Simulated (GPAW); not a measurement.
# Core-hole calculation of the C K edge in Fe2C (Pnnm), part 2 of 2

Aim: the near-edge shape at the C K edge of Fe2C (Pnnm), and what the core hole does to it.

GPAW 26.7.0; X-ray absorption from dipole matrix elements to empty bands, plane-wave PAW LDA.

So far. Step 5 (Spectrum with XCH, C atom 5): The total-energy difference is 279.86 eV. Step 6 (Spectrum with HCH, C atom 5): The time allowed ran out, so this step gives no result.

**7. Supercell without a hole, the energy reference**

The cell and mesh change for the next run, so it gets a reference energy of its own.

Contents of scf.py:

```python
import numpy as np
from ase import Atoms
from ase.parallel import parprint, paropen
from gpaw import GPAW, PW, FermiDirac, Mixer, MixerDif, setup_paths
from gpaw.test import gen
setup_paths.insert(0, '.')
gen('C', name='nch1s', xcname='LDA', corehole=(1, 0, 0), write_xml=True)
from gpaw.mpi import world
world.barrier()

atoms = Atoms('Fe8C4',
    cell=[[-4.271, 0, -2.835],
     [4.271, 0, -2.835],
     [0, -4.722, -2.835]],
    scaled_positions=[[0.7941505, 0.5471015, 0.158748],
     [0.2941505, 0.0471015, 0.158748],
     [0.7058495, 0.9528985, 0.841252],
     [0.2058495, 0.4528985, 0.841252],
     [0.7971015, 0.5441505, 0.658748],
     [0.2971015, 0.0441505, 0.658748],
     [0.2028985, 0.4558495, 0.341252],
     [0.7028985, 0.9558495, 0.341252],
     [0.75, 0.25, 0.5],
     [0.25, 0.75, 0.5],
     [0, 0, 0],
     [0.5, 0.5, 0]],
    magmoms=[4.0, 4.0, 4.0, 4.0, 4.0, 4.0, 4.0, 4.0, 0.0, 0.0, 0.0, 0.0],
    pbc=True)
atoms.calc = calc = GPAW(legacy_gpaw=True, mode=PW(430), xc='LDA', setups={8: 'nch1s'},
    kpts={'size': (4, 4, 4), 'gamma': True}, occupations=FermiDirac(0.1),
    charge=0, mixer=MixerDif(0.05, 8, 50), maxiter=150,
    convergence={'density': 0.0001}, txt='scf.txt')
energy = atoms.get_potential_energy() + calc.get_reference_energy()
ef = calc.get_fermi_level()
out = dict(energy=energy, fermi=ef, forces=atoms.get_forces().tolist(), magmoms=atoms.get_magnetic_moments().tolist())
parprint(f'all-electron energy {energy:.4f} eV, Fermi level {ef:.4f} eV')
ev = np.array([[calc.get_eigenvalues(k, s) for k in range(len(calc.get_ibz_k_points()))] for s in range(calc.get_number_of_spins())])
out['homo'], out['lumo'], out['counts'] = ev[ev < ef].max(), ev[ev > ef].min(), sorted(set((ev < ef).sum((0, 2)).tolist()))
out['filled'] = (ev[:, 0] < ef).sum(1).tolist()
import json
with paropen('out.json', 'w') as f:
    json.dump(out, f)
```

Run with:

```sh
OMP_NUM_THREADS=1 mpirun -n 4 gpaw python scf.py
```

Wall time 4.7 min (4 MPI ranks of Arm Neoverse N1, shared host); peak memory 0.4 GiB; 19 min of CPU time.

Reference energy: -280659.948 eV with the cores included.

**8. Spectrum with XCH, C atom 5**

A smaller cell brings the holes closer; here they are 5.1 Å apart.

Changed against the first core-hole run: supercell atoms from 24 to 12; the field's mesh follows (3×3×3 to 4×4×4).

Contents of xas.py:

```python
import numpy as np
from ase import Atoms
from ase.parallel import parprint, paropen
from gpaw import GPAW, PW, FermiDirac, Mixer, MixerDif, setup_paths
from gpaw.test import gen
setup_paths.insert(0, '.')
gen('C', name='fch1s', xcname='LDA', corehole=(1, 0, 1), write_xml=True)
from gpaw.mpi import world
world.barrier()

atoms = Atoms('Fe8C4',
    cell=[[-4.271, 0, -2.835],
     [4.271, 0, -2.835],
     [0, -4.722, -2.835]],
    scaled_positions=[[0.7941505, 0.5471015, 0.158748],
     [0.2941505, 0.0471015, 0.158748],
     [0.7058495, 0.9528985, 0.841252],
     [0.2058495, 0.4528985, 0.841252],
     [0.7971015, 0.5441505, 0.658748],
     [0.2971015, 0.0441505, 0.658748],
     [0.2028985, 0.4558495, 0.341252],
     [0.7028985, 0.9558495, 0.341252],
     [0.75, 0.25, 0.5],
     [0.25, 0.75, 0.5],
     [0, 0, 0],
     [0.5, 0.5, 0]],
    magmoms=[4.0, 4.0, 4.0, 4.0, 4.0, 4.0, 4.0, 4.0, 0.0, 0.0, 0.0, 0.0],
    pbc=True)
atoms.calc = calc = GPAW(legacy_gpaw=True, mode=PW(430), xc='LDA', setups={8: 'fch1s'},
    kpts={'size': (4, 4, 4), 'gamma': True}, occupations=FermiDirac(0.1),
    charge=-1, mixer=MixerDif(0.05, 8, 50), maxiter=150,
    convergence={'density': 0.0001}, txt='scf.txt')
energy = atoms.get_potential_energy() + calc.get_reference_energy()
ef = calc.get_fermi_level()
out = dict(energy=energy, fermi=ef, forces=atoms.get_forces().tolist(), magmoms=atoms.get_magnetic_moments().tolist())
parprint(f'all-electron energy {energy:.4f} eV, Fermi level {ef:.4f} eV')
ev = np.array([[calc.get_eigenvalues(k, s) for k in range(len(calc.get_ibz_k_points()))] for s in range(calc.get_number_of_spins())])
out['homo'], out['lumo'], out['counts'] = ev[ev < ef].max(), ev[ev > ef].min(), sorted(set((ev < ef).sum((0, 2)).tolist()))
out['filled'] = (ev[:, 0] < ef).sum(1).tolist()

from ase.units import Ha
from gpaw.xas import dipole_matrix_elements
nb = int(calc.get_number_of_electrons() / 2) + 111
top, nb = nb, nb + 8 + nb // 12
nscf = calc.fixed_density(kpts={'size': (5, 5, 5), 'gamma': True}, nbands=nb,
    convergence={'bands': top, 'eigenstates': 1e-5}, maxiter=60, txt='nscf.txt')
cell = atoms.cell.array
ops = [cell.T @ U.T @ np.linalg.inv(cell.T) for U in nscf.wfs.kd.symmetry.op_scc]
E = np.arange(-6, 34, 0.1)
fwhm = np.interp(E, [4, 25], [0.9, 3.5])
Y, X, zero, highest = 0, 0, 1e9, 1e9
for spin in range(nscf.get_number_of_spins()):
    wfs = nscf.wfs
    A = dipole_matrix_elements(wfs.setups[8])
    eps = np.zeros((wfs.kd.nibzkpts, nb))
    d = np.zeros((3, A.shape[1], wfs.kd.nibzkpts, nb), complex)
    for kpt in wfs.kpt_u:
        if kpt.s == spin and 8 in kpt.P_ani:
            eps[kpt.k] = kpt.eps_n * Ha
            d[:, :, kpt.k] = (kpt.weight * wfs.nspins / 2) ** 0.5 * np.inner(A, kpt.P_ani[8])
    world.sum(eps)
    world.sum(d)
    T = np.einsum('amkn,bmkn->abkn', d, d.conj()).real
    T = sum(np.einsum('ai,ijkn,bj->abkn', R, T, R) for R in ops) / len(ops)
    empty = eps > ef
    zero, highest = min(zero, eps[empty].min()), min(highest, eps[:, top - 1].min())
    lines = [(eps, T, empty)] if spin == 0 else lines + [(eps, T, empty)]
for eps, T, empty in lines:
    f = np.einsum('aakn->akn', T).reshape(3, -1)
    x = eps.ravel() - zero
    w = np.interp(x, E, fwhm) / 2.35482
    g = np.exp(-0.5 * ((E[:, None] - x) / w) ** 2) / (w * (2 * np.pi) ** 0.5)
    Y = Y + (f * empty.ravel()) @ g.T
    X = X + (f * ~empty.ravel()) @ g.T
out.update(E=E.round(2).tolist(), xas=Y.tolist(), xes=X.tolist(), zero=zero, valid=highest - zero, nk=len(eps), nb=nb)
for i in range(0, len(E), 10):
    parprint(f'{E[i]:7.2f}', *(f'{v:10.3e}' for v in Y[:, i]))
import json
with paropen('out.json', 'w') as f:
    json.dump(out, f)
```

Run with:

```sh
OMP_NUM_THREADS=1 mpirun -n 4 gpaw python xas.py
```

The job ended after 8.6 min (4 MPI ranks; peak memory 0.04 GiB).

The run was cut off at its time limit.

The time allowed ran out, so this step gives no result.

**9. With and without the hole**

Both curves are counted from their own zero, so only the shift of weight within the empty states shows.

```
E (eV)  no hole   XCH
  -2.0     0.00  0.00
  -1.0     0.00  0.00
   0.0     0.25  0.51
   1.0     0.59  2.02
   2.0     1.85  3.07
   3.0     2.42  1.40
   4.0     1.39  0.52
   5.0     0.72  0.71
   6.0     1.20  1.20
   7.0     0.84  0.44
   8.0     0.43  0.60
   9.0     0.94  1.15
  10.0     1.21  1.11
  11.0     1.08  0.91
  12.0     0.97  0.78
  13.0     0.79  0.62
  14.0     0.63  0.59
  15.0     0.67  0.70
  16.0     0.76  0.77
  17.0     0.85  0.86
  18.0     0.99  0.93
  19.0     1.01  0.84
  20.0     0.90  0.71
  21.0     0.80  0.64
  22.0     0.77  0.60
  23.0     0.70  0.54
  24.0     0.59  0.49
  25.0     0.54  0.47
  26.0     0.54  0.49
  27.0     0.55  0.51
  28.0     0.56  0.53
  29.0     0.59  0.55
  30.0     0.62  0.56
  31.0     0.61  0.54
  32.0     0.57  0.50
```

With each curve scaled to its own mean, the area from −2 to 6 eV with the hole is 8.9 against 7.8, and the centre of weight from −1 to 20 eV moves by -0.8 eV; the shape changes all the same, by 47 % r.m.s.

**10. Outcome**

```yaml
absorber_and_edge: C K, atom 5 of the ground-state input (counted from 1)
surroundings: 4 Fe at 1.92 Å and 2 Fe at 1.94 Å (octahedral, site symmetry 2/m)
highest_intensity_below_16_ev: 1.9 eV above the zero, height 3.10
photon_energy_of_the_zero_spin_polarised_hole_raw: 279.9 eV (LDA puts this hole about 3 eV below PBE, itself good to a few eV)
```

What this shows: The C K edge of atom 5, with 4 Fe at 1.92 Å and 2 Fe at 1.94 Å (octahedral, site symmetry 2/m), has its highest intensity of the first 16 eV at 1.9 eV above the zero, near 282 eV in photon energy (LDA puts this hole about 3 eV below PBE, itself good to a few eV), 3.1 times the mean level of the first 20 eV (Gaussian full width 0.9 eV up to 4 eV, rising linearly to 3.5 eV at 25 eV). With each curve scaled to its own mean, the area from −2 to 6 eV with the hole is 8.9 against 7.8, and the centre of weight from −1 to 20 eV moves by -0.8 eV; the shape changes all the same, by 47 % r.m.s. At the C K edge of atom 5 polarisation matters most near 6.0 eV, where the curves differ by 1.5 on this scale. The hole lies in one spin channel, while the script sums the empty states of both and takes the lower zero; where the two channels are split, this blurs and shifts the curve. The spins start ferromagnetically in a simple order, which needn't be the measured one; gap and edge can depend on it. The holes are only 6.4 Å apart, so the shape is probably not converged with cell size; no larger cell was run here. The mesh is coarse (0.28 Å⁻¹ between points), so small maxima may be mesh ripples. Lifetime broadening is put in by hand, and intensities beyond about 20 eV depend on it and on the partial waves; weight that the partial waves miss at high energy is lost. The structure is a published determination, not relaxed.

[Logs are printed without paths, hosts, clocks, repeated set-up lines and the standing remarks that a program may print on its own settings, such as how far it seeks lower states.]

[Hosts, paths, dates, database ids (printed as entryN), source tags and the programs' standing remarks are cut or masked in the printed files.]

[Lists of maxima count a maximum above −3 eV only where it reaches 4 % of the highest in the window and stands out from its surroundings by 2 % of it (1.5 % where it reaches 55 %); shoulders and weaker maxima are passed over, and of the rest the first, up to two pre-edge ones and the few strongest are named.]
